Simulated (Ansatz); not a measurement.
# An extra electron or hole in glassy Na2Si4O9 (210 atoms): runs compared

Does an extra electron or hole in glassy Na2Si4O9 (210 atoms) stay spread out, or do the atoms trap it?

Computed with Ansatz 0.2.0: Kohn-Sham DFT, PBEsol, PAW (set soft_1), plane waves.

In doubt: the hybrid run may have settled on a false gap or state (in some of the runs), so the values of those runs are not to be relied on; warnings of the run leave room for a lower electronic state (in some of the runs), so energies may not be the lowest and differences between runs may mislead.

## Step 1: The cell as built

The cell holds 210 atoms: 28 Na, 126 O and 56 Si. Its edges and angles: a = 14.347 Å, b = 14.347 Å, c = 14.347 Å, α = 90.0°, β = 90.0°, γ = 90.0°. 210 atoms (28 Na, 126 O, 56 Si) placed at random at 2.38 g/cm³, melted at 4500 K for 20 ps at fixed volume with the Morse and Coulomb pair potential with partial charges (Pedone, Malavasi, Menziani, Cormack and Segre, J. Phys. Chem. B 110, 11780 (2006)). Quenched from 4500 K to 300 K at 20 K/ps and fixed volume, held 5 ps. The starting density is a measured one.

What the set-up can't give: The quench rate of 20 K/ps far exceeds what a furnace or splat quench reaches, so expect more defects and frozen-in strain than in a real sample. The network of bonds at the start is that of the classical potential that made the cell, and needn't be the one that DFT or experiment would give. Only the Γ point is sampled, in a cell whose shortest periodic width is 14 Å.

## Step 2: The reference run

The reference is a single point at the end of the relaxation.

The charged cells start from the geometry of this run, on a uniform background, with spin and a narrow Fermi–Dirac smearing.

Its input, with most atom lines left out:

```yaml
crystal:
  lattice:
    - [14.3467, 0.0, 0.0]
    - [0.0, 14.3467, 0.0]
    - [0.0, 0.0, 14.3467]
  atoms:
    - { symbol: Na, position: [0.55516, 0.63652, 0.89191] }
    - { symbol: Na, position: [0.69256, 0.9751, 0.88897] }
    - { symbol: Na, position: [0.29215, 0.17409, 0.80074] }
    - { symbol: Na, position: [0.23903, 0.85078, 0.64692] }
    - { symbol: Na, position: [0.45475, 0.98133, 0.73113] }
    - { symbol: Na, position: [0.79982, 0.5453, 0.83628] }
    - { symbol: Na, position: [0.75618, 0.13099, 0.31308] }
    [... atom lines 8 to 210 left out ...]
kpoints:
  mp_grid: { grid: [1, 1, 1] }
hamiltonian:
  xc: pbesol
  pseudopotentials: { kind: paw, azcp: { folder: soft_1 }, xc_functional: pbe }
scf:
  occupations: { method: fixed }
output:
  forces: true
  stress: true
  populations: true
  dos:
    method: { smearing: { sigma: 0.1 } }
    de: 0.1
    projected: { site_lists: { Na: [Na], O: [O], Si: [Si] } }
  eigenvalues: true
  write_density: true
  write_potential: true
  volumetric_format: npy
```

| Item | Value |
| --- | --- |
| free energy per atom | -700.0941 eV/atom |
| r.m.s. force component | 0.00769 eV/Å |
| pressure | -1.013 GPa |

Filled and empty levels are parted by 3.55 eV (at Γ alone); a semilocal functional tends to put such gaps too low. In a disordered cell it changes from sample to sample, and tail or defect levels can set it.

## Step 3: The runs

Each row is one run, on 1 × NVIDIA GB200 with 32 threads of Arm Neoverse V2, shared host. The free energy is the program's total, comparable only between runs with the same functional, potentials and atoms; between charge states it hangs on the program's zero of potential.

```tsv
run	atoms	outcome	ionic steps, all passes	free energy (eV)	time	host memory (GiB)	planned on the GPU (GiB)
Single point at the start	210	converged	-	-147003.568	1.9 s	1.4	7.6
Relaxation	210	converged	22	-147019.765	24 s	1.4	-
Single point at the relaxed geometry	210	converged	-	-147019.765	3.9 s	1.4	8.1
An extra electron, atoms held	210	converged	-	-147013.225	5.6 s	1.5	-
An extra electron, atoms relaxed	210	converged	3	-147013.238	6.4 s	1.5	-
An extra electron, levels at the relaxed geometry	210	converged	-	-147013.238	6.1 s	1.5	-
Neutral at the geometry of the electron	210	converged	-	-147019.753	2.9 s	1.4	8.1
HSE06, an extra electron at its relaxed geometry	210	converged	-	-148957.348	94 s	14	-
HSE06, neutral at the geometry of the electron	210	converged	-	-148964.370	39 s	13	-
An extra hole, atoms held	210	converged	-	-147022.530	6.7 s	1.6	-
An extra hole, atoms relaxed	210	converged	10	-147022.686	34 s	2.3	-
An extra hole, levels at the relaxed geometry	210	converged	-	-147022.686	7 s	1.6	-
Neutral at the geometry of the hole	210	converged	-	-147019.456	3 s	1.4	8.1
HSE06, an extra hole at its relaxed geometry	210	converged	-	-148966.595	6.8 min	14	-
HSE06, neutral at the geometry of the hole	210	converged	-	-148964.062	38 s	13	-
HSE06, neutral at the relaxed geometry	210	converged	-	-148964.409	38 s	13	-
```

In some runs the program notes that the exchange-correlation potential is rough where the density is thin, starting moments were not kept, the gap may close elsewhere in the zone, the stability of the SCF solution was not settled, the exchange threshold is loose for the stress, the SCF threshold is loose for the stress and the gap was narrow in the semilocal warm-up. Further notices: unseeded exchange loop; minimisation begun.

Local excerpt of 8 atoms (numbers count through the whole input) about O80, which holds the most spin of the extra hole after relaxation; x, y, z are measured from there.

```tsv
atom	x	y	z	distance (Å)	intrinsic-atomic-orbital charge (e)	moment (μB)
O80	0.00	0.00	0.00	0.00	-0.85	0.18
Si175	0.94	-1.24	-0.31	1.59	1.57	0.00
Na2	-2.23	-0.31	0.66	2.34	0.77	0.00
Na13	-1.48	1.62	-0.99	2.41	0.80	0.00
O50	1.61	-1.10	-1.78	2.64	-0.87	0.03
O129	-1.03	0.52	2.42	2.68	-0.90	0.14
O122	0.22	-2.71	-0.23	2.73	-0.87	0.00
O134	2.26	-1.52	0.72	2.81	-0.86	0.00
```

## Step 4: Energies and spread of the extra charge

Energies are differences within one cell and functional; the shift is the gain plus the neutral cell's energy at the new geometry, that is how much cheaper the vertical process becomes there. The spread is the participation number of the site moments (1/Σw², over the spin inside atomic spheres), with the atom that holds the largest share and the spin that the spheres hold in all.

```tsv
carrier	charged less neutral, atoms held (eV)	gain on relaxing (eV)	neutral cell at that geometry, less the reference (eV)	shift of the vertical energy (eV)	spread, atoms held	spread, relaxed
electron	6.540	0.012	0.012	0.024	-	-
hole	-2.765	0.156	0.309	0.465	16; O126 12 % of 0.72 μB	7; O80 24 % of 0.73 μB
```

## Step 5: What came out

The extra electron gains 0.012 eV as the atoms relax: so small a gain shows no trapping at this level. The cell with the electron keeps a moment of only 0.18 μB where one unpaired electron should give 1 μB: the carrier is shared between both spins, which can hide trapping. The extra hole gains 0.16 eV as the atoms relax, and its spin goes from about 16 to 7 atoms: a partial localisation as the atoms move, with the largest share on O80. The O80–O129 distance goes from 2.99 to 2.68 Å. The hole is shared among 3 partly filled levels, as near-degenerate levels under the smearing give, and as self-interaction favours. With HSE06 at the same geometry the spin of the hole sits on about 4 atoms (40 % on O80), more tightly than with the semilocal functional, as less self-interaction would give. HSE06 puts the gap of the neutral cell at 5.18 eV, against 3.55 eV. Adding the two vertical energies gives 3.77 eV, against a gap of 3.55 eV in the neutral cell. The zero of the potential cancels in this sum; the excess isn't taken apart here: charging of a small cell, filling of bands on a coarse mesh and the attraction to the background can all enter.

Caveats: Single energies of charged cells hang on the program's zero of potential. In the spin-polarised runs the search for a state of lower energy was switched off. No distortion was seeded, so a trapped state behind a barrier can't be found. Local and semilocal functionals favour spread-out charges, so trapping can be missed. Charged cells carry a uniform background, with no correction for images.

The DFT runs together took 12 min of wall time.

[Logs are printed without paths, hosts, clocks, repeated set-up lines and the standing remarks that a program may print on its own settings, such as how far it seeks lower states.]

[Hosts, paths, dates, database ids (printed as entryN), source tags and the programs' standing remarks are cut or masked in the printed files.]
